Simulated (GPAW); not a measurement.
**Dielectric function and optical constants of ZnS**

Aim: the dielectric function of ZnS, and the optical constants that follow from it. The cell comes from an older database entry, whose edges can differ from later determinations, mostly by under a per cent.

Calculated with GPAW 26.7.0; DFT, PBE, plane-wave PAW (GPAW data sets), scalar-relativistic, RPA, optical limit.

The database entry behind the starting cell differs from later determinations by our own check (about 0.1 % short), so it need not match the best structure at ambient conditions.

## (1) Set-up

Symmetry: F-43m, No. 216, cubic system. The conventional cell has a = 5.404 Å, b = 5.404 Å, c = 5.404 Å, α = 90.00°, β = 90.00°, γ = 90.00°. Zn has 4 S at 2.34 Å nearest. Nearest to S lie 4 Zn at 2.34 Å. Farther neighbours and most contacts between anions are not listed.

## (2) Ground state

First the ground state: is it a metal or has it a gap?

This step: DFT, PBE, plane-wave PAW (GPAW data sets), scalar-relativistic, ground state (GPAW 26.7.0).

gs.py reads:

```python
from ase import Atoms
from ase.dft.bandgap import bandgap
from gpaw import GPAW, PW, FermiDirac

atoms = Atoms(['Zn', 'S'],
              cell=[[0.000000000000, 2.702000000000, 2.702000000000],
                    [2.702000000000, 0.000000000000, 2.702000000000],
                    [2.702000000000, 2.702000000000, 0.000000000000]],
              scaled_positions=[[0.750000000000, 0.750000000000, 0.750000000000],
                                [0.000000000000, 0.000000000000, 0.000000000000]],
              pbc=[True, True, True])
atoms.calc = GPAW(mode=PW(500), xc='PBE', kpts={'size': (7, 7, 7), 'gamma': True},
                  occupations=FermiDirac(0.05), maxiter=150, txt='gs.txt')
print('energy (eV)', atoms.get_potential_energy())
print('Fermi level (eV)', atoms.calc.get_fermi_level())
print('valence electrons', atoms.calc.get_number_of_electrons())
print('gap (eV)', bandgap(atoms.calc, output=None)[0])
print('direct gap (eV)', bandgap(atoms.calc, direct=True, output=None)[0])
atoms.calc.write('gs.gpw')
```

On the command line:

```bash
$ OMP_NUM_THREADS=1 python gs.py
```

Numbers of over 12 decimals in the logs are rounded to 6 here.

The log of the run:

```text
__  _  _
 | _ |_)|_||  |
 |__||  | ||/\| - 26.7.0

Versions:
  Python: 3.12.14
  ASE:    3.29.0
  Numpy:  2.5.5
  Scipy:  1.18.1
  Libxc:  7.0.0

Input parameters:
  mode=PW(ecut=500.0),
  kpts=MonkhorstPack(size=(7, 7, 7), gamma=True),
  maxiter=150,
  occupations=Occupations(name='fermi-dirac', width=0.05, fixmagmom=False),
  xc=XC(name='PBE')

Diagonalizing LCAO Hamiltonian
Converting LCAO to pw mode

                    Zn

       S

Atoms  # Å, Bohr magnetons
|   | symbol |        x |        y |        z |    initial magnetic moments |
| 0 |     Zn | 4.053000 | 4.053000 | 4.053000 | ( 0.0000,  0.0000,  0.0000) |
| 1 |      S | 0.000000 | 0.000000 | 0.000000 | ( 0.0000,  0.0000,  0.0000) |

Unit cell  # Å
| periodic |        x |        y |        z |  lengths |    angles |
|      yes | 0.000000 | 2.702000 | 2.702000 | 3.821205 | 60.000000 |
|      yes | 2.702000 | 0.000000 | 2.702000 | 3.821205 | 60.000000 |
|      yes | 2.702000 | 2.702000 | 0.000000 | 3.821205 | 60.000000 |

Number of symmetries: 24
Symmetry operations  # r_c * U_cc + t_c -> r_c
|    | kind |            matrix            |
|  0 |  E   |  1, 0, 0,  0, 1, 0,  0, 0, 1 |
|  1 |  σ   |  1, 0, 0,  0, 0, 1,  0, 1, 0 |
|  2 |  σ   |  1, 0,-1,  0, 1,-1,  0, 0,-1 |
|  3 |  C3  |  1, 0,-1,  0, 0,-1,  0, 1,-1 |
|  4 |  C3  |  1,-1, 0,  0,-1, 1,  0,-1, 0 |
|  5 |  σ   |  1,-1, 0,  0,-1, 0,  0,-1, 1 |
|  6 |  σ   |  0, 1, 0,  1, 0, 0,  0, 0, 1 |
|  7 |  C3  |  0, 1, 0,  0, 0, 1,  1, 0, 0 |
|  8 |  C2  |  0, 1,-1,  1, 0,-1,  0, 0,-1 |
|  9 |  S4  |  0, 1,-1,  0, 0,-1,  1, 0,-1 |
| 10 |  C3  |  0, 0, 1,  1, 0, 0,  0, 1, 0 |
| 11 |  σ   |  0, 0, 1,  0, 1, 0,  1, 0, 0 |
| 12 |  S4  |  0, 0,-1,  1, 0,-1,  0, 1,-1 |
| 13 |  C3  |  0, 0,-1,  0, 1,-1,  1, 0,-1 |
| 14 |  S4  |  0,-1, 1,  1,-1, 0,  0,-1, 0 |
| 15 |  C2  |  0,-1, 1,  0,-1, 0,  1,-1, 0 |
| 16 |  C3  |  0,-1, 0,  1,-1, 0,  0,-1, 1 |
| 17 |  S4  |  0,-1, 0,  0,-1, 1,  1,-1, 0 |
| 18 |  S4  | -1, 1, 0, -1, 0, 1, -1, 0, 0 |
| 19 |  C3  | -1, 1, 0, -1, 0, 0, -1, 0, 1 |
| 20 |  C3  | -1, 0, 1, -1, 1, 0, -1, 0, 0 |
| 21 |  S4  | -1, 0, 1, -1, 0, 0, -1, 1, 0 |
| 22 |  σ   | -1, 0, 0, -1, 1, 0, -1, 0, 1 |
| 23 |  C2  | -1, 0, 0, -1, 0, 1, -1, 1, 0 |

BZ-sampling:
  Number of BZ points: 343
  Number of IBZ points: 20

  Monkhorst-Pack size: [7, 7, 7]
  Monkhorst-Pack shift: [0, 0, 0]

K-points  # in reciprocal-cell coordinates
|     |                                coordinates |     weight |
|   0 | (  0.00000000,   0.00000000,   0.00000000) | 0.00291545 |
|   1 | (  0.14285714,   0.14285714,   0.00000000) | 0.01749271 |
|   2 | (  0.14285714,   0.14285714,   0.14285714) | 0.02332362 |
|   3 | (  0.28571429,   0.14285714,   0.14285714) | 0.03498542 |
|   4 | (  0.28571429,   0.28571429,   0.00000000) | 0.01749271 |
|   5 | (  0.28571429,   0.28571429,   0.14285714) | 0.06997085 |
|   6 | (  0.28571429,   0.28571429,   0.28571429) | 0.02332362 |
|   7 | (  0.42857143,  -0.28571429,  -0.28571429) | 0.03498542 |
|   8 | (  0.42857143,   0.28571429,  -0.42857143) | 0.13994169 |
|   9 | (  0.42857143,   0.28571429,  -0.28571429) | 0.06997085 |
| ... |                                            |            |
|  19 | (  0.42857143,   0.42857143,   0.42857143) | 0.02332362 |

Plane wave coefficients: 1011
Cutoff: 500.0 eV

Spin-components: 1 (collinear spins)
Bands:           13
Projectors:      11
Spin-degeneracy: 2
Datatype:        complex128

Parallelization:
  kpt:    1
  domain: 1
  band:   1

Density:
  Valence electrons: 18.0
  Components: 1
  Grid points: [20 20 20]
  Charge: 0.0  # |e|

Potential:
  Grid points: [20 20 20]

species:
  Zn:
    name:    Zinc
    id:
    Z:       30.0
    valence: 12
    core:    18
    charge:  0.0  # [|e|]
    compensation charges:
      type: gauss
      rc: 0.37  # [Å]
      lmax: 2
    cutoffs:
      filter: 2.14  # [Å]
      core: 2.28  # [Å]
    projectors
    | kind |    occ | energy [eV] | rcut [Å] |
    |   4s |  2.000 |      -5.977 |    1.286 |
    |   4p |  0.000 |      -1.117 |    1.270 |
    |   3d | 10.000 |     -10.142 |    1.180 |
    |    s |        |      21.234 |    1.286 |
    |    p |        |      26.095 |    1.270 |
    |    d |        |      17.070 |    1.180 |

    Using partial waves for Zn as LCAO basis

  S:
    name:    Sulfur
    id:
    Z:       16.0
    valence: 6
    core:    10
    charge:  0.0  # [|e|]
    compensation charges:
      type: gauss
      rc: 0.24  # [Å]
      lmax: 2
    cutoffs:
      filter: 1.77  # [Å]
      core: 1.66  # [Å]
    projectors
    | kind |    occ | energy [eV] | rcut [Å] |
    |   3s |  2.000 |     -17.254 |    0.974 |
    |   3p |  4.000 |      -7.008 |    0.979 |
    |    s |        |       9.957 |    0.974 |
    |    p |        |      20.203 |    0.979 |
    |    d |        |       0.000 |    0.900 |

    Using partial waves for S as LCAO basis

Reference energy: -59718.946550  # eV

eigensolver:
  PPCG
  Converge bands: occupied
  niter=2

density mixing:
  MSR1-Mixer
  Pratt-step length: 0.05
  Maximum mixing coefficient: 0.75
  Old densities: 10
  SVD Regularization: 0.005
  Good broyden scale: 1.0
  Trust region scale: 1.0
  Backstep threshold: 4.0
  History deletion threshold: 6.0
  Fourier metric: weight=20.0, sigma=0.015

occupation numbers:
  Fermi-Dirac:
    width: 0.0500  # eV

poisson solver:
  ecut: 4000.0  # eV

xc functional:
  name: PBE with 2 nearest neighbor stencil

convergence criteria:
- Maximum [total energy] change in last 3 cyles: 0.0005 eV / valence electron
- Maximum integral of absolute [dens]ity change: 0.0001 electrons / valence electron
- Maximum integral of absolute [eigenst]ate change: 4e-08 eV^2 / valence electron
maximum number of iterations: 150

SCF iterations
|iter     |      energy | eigst |  dens |
|iter:   1||   -7.268866 | +0.38 |       |
|iter:   2||   -7.197794 | -0.75 | -1.18 |
|iter:   3||   -6.913783 | -1.20 | -1.23 |
|iter:   4||   -6.913721 | -2.25 | -1.79 |
|iter:   5||   -6.915284c| -3.30 | -2.22 |
|iter:   6||   -6.915181c| -3.77 | -2.79 |
|iter:   7||   -6.915210c| -4.39 | -3.46 |
|iter:   8||   -6.915218c| -4.99 | -3.79 |
|iter:   9||   -6.915218c| -7.50c| -4.83c|

Converged in 9 steps
SCF loop duration: 5.879 s (0.653 s/step)
Energy contributions relative to reference atoms: (reference = -59718.946550)

Energy contributions:
  Kinetic:          11.044097
  Coulomb:          -9.336289
  Zero:              0.029279
  External:          0.000000
  Xc:               -8.652305
  Entropy:          -0.000000
  Spinorbit:         0.000000
  ----------------------------
  Free energy:      -6.915218
  Extrapolated:     -6.915218

dipole moment: (-14.581142, -14.581142, -14.581142)  # |e|*Ang

Fermi level: 4.698
Eigenvalues  # (at kpt = [0.000, 0.000, 0.000])
| band index |      eig [eV] | occ [0-2] |
|          0 |        -9.385 |     2.000 |
|          1 |        -2.562 |     2.000 |
|          2 |        -2.562 |     2.000 |
|          3 |        -2.562 |     2.000 |
|          4 |        -2.068 |     2.000 |
|          5 |        -2.068 |     2.000 |
|          6 |         3.753 |     2.000 |
|          7 |         3.753 |     2.000 |
|          8 |         3.753 |     2.000 |
|          9 |         5.858 |     0.000 |
|         10 |        10.123 |     0.000 |
|         11 |        10.123 |     0.000 |
|         12 |        10.123 |     0.000 |

Gap: 2.105 eV
Transition (v -> c):
  (s=0, k=0, n=8, [0.00, 0.00, 0.00]) -> (s=0, k=0, n=9, [0.00, 0.00, 0.00])
No difference between direct/indirect transitions

--- standard output ---
energy (eV) -6.915218
Fermi level (eV) 4.697778
valence electrons 18.0
gap (eV) 2.105289
direct gap (eV) 2.105289
```

The job ended after 7.9 s (1 thread of Arm Neoverse N1, shared host; peak memory 0.13 GiB).

Numbers from this step:

| Item | Value |
| --- | --- |
| energy | -6.915 eV |
| Fermi energy | 4.698 eV |
| gap on the k-mesh | 2.105 eV |
| direct gap on the mesh | 2.105 eV |
| electrons | 18 |

There is a gap, 2.11 eV on this mesh (points off the mesh can give less), so no carriers' term is needed.

## (3) Bands for the response

At the fixed density, many empty bands are solved on the mesh of the response, since the spectrum sums over them.

This step: DFT, PBE, plane-wave PAW (GPAW data sets), scalar-relativistic, bands at fixed density (GPAW 26.7.0).

nscf.py reads:

```python
from ase.dft.bandgap import bandgap
from gpaw import GPAW, FermiDirac

calc = GPAW('gs.gpw').fixed_density(kpts={'size': (11, 11, 11), 'gamma': True}, nbands=36, convergence={'bands': 30},
                                    occupations=FermiDirac(0.001), txt='nscf.txt')
print('gap (eV)', bandgap(calc, output=None)[0])
print('direct gap (eV)', bandgap(calc, direct=True, output=None)[0])
print('top band over the Fermi level (eV)', min(calc.get_eigenvalues(kpt=k)[29] for k in range(len(calc.get_ibz_k_points()))) - calc.get_fermi_level())
calc.write('full.gpw', mode='all')
```

On the command line:

```bash
$ OMP_NUM_THREADS=1 python nscf.py
```

The log of the run:

```text
Diagonalizing LCAO Hamiltonian
Converting LCAO to pw mode
convergence criteria:
- Maximum integral of absolute [eigenst]ate change: 4e-08 eV^2 / valence electron
maximum number of iterations: 150

SCF iterations
|iter     |      energy | eigst |  dens |
|iter:   1||             | +3.32 |       |
|iter:   2||             | +2.07 |       |
|iter:   3||             | +0.61 |       |
|iter:   4||             | -0.51 |       |
|iter:   5||             | -1.35 |       |
|iter:   6||             | -2.09 |       |
|iter:   7||             | -2.94 |       |
|iter:   8||             | -3.69 |       |
|iter:   9||             | -4.56 |       |
|iter:  10||             | -5.37 |       |
|iter:  11||             | -6.14 |       |
|iter:  12||             | -6.84 |       |
|iter:  13||             | -7.42c|       |
SCF steps: 13
  __  _  _
 | _ |_)|_||  |
 |__||  | ||/\| - 26.7.0

Versions:
  Python: 3.12.14
  ASE:    3.29.0
  Numpy:  2.5.5
  Scipy:  1.18.1
  Libxc:  7.0.0

Input parameters:
  mode=PW(ecut=500.0),
  convergence={'bands': 30},
  gpts=array([20, 20, 20]),
  kpts=MonkhorstPack(size=(11, 11, 11), gamma=True),
  maxiter=150,
  nbands=36,
  occupations=Occupations(name='fermi-dirac', width=0.001, fixmagmom=False),
  parallel={},
  xc=XC(name='PBE')

--- standard output ---
gap (eV) 2.105289
direct gap (eV) 2.105289
top band over the Fermi level (eV) 30.060649
```

It took 57 s on 1 thread; peak memory 0.18 GiB.

(Part 1 of 2 ends here.)

[Machine, clock and banner lines and Python warnings are left out of the logs.]

[Logs are printed without paths, hosts, clocks, repeated set-up lines and the standing remarks that a program may print on its own settings, such as how far it seeks lower states.]

[Hosts, paths, dates, database ids (printed as entryN), source tags and the programs' standing remarks are cut or masked in the printed files.]
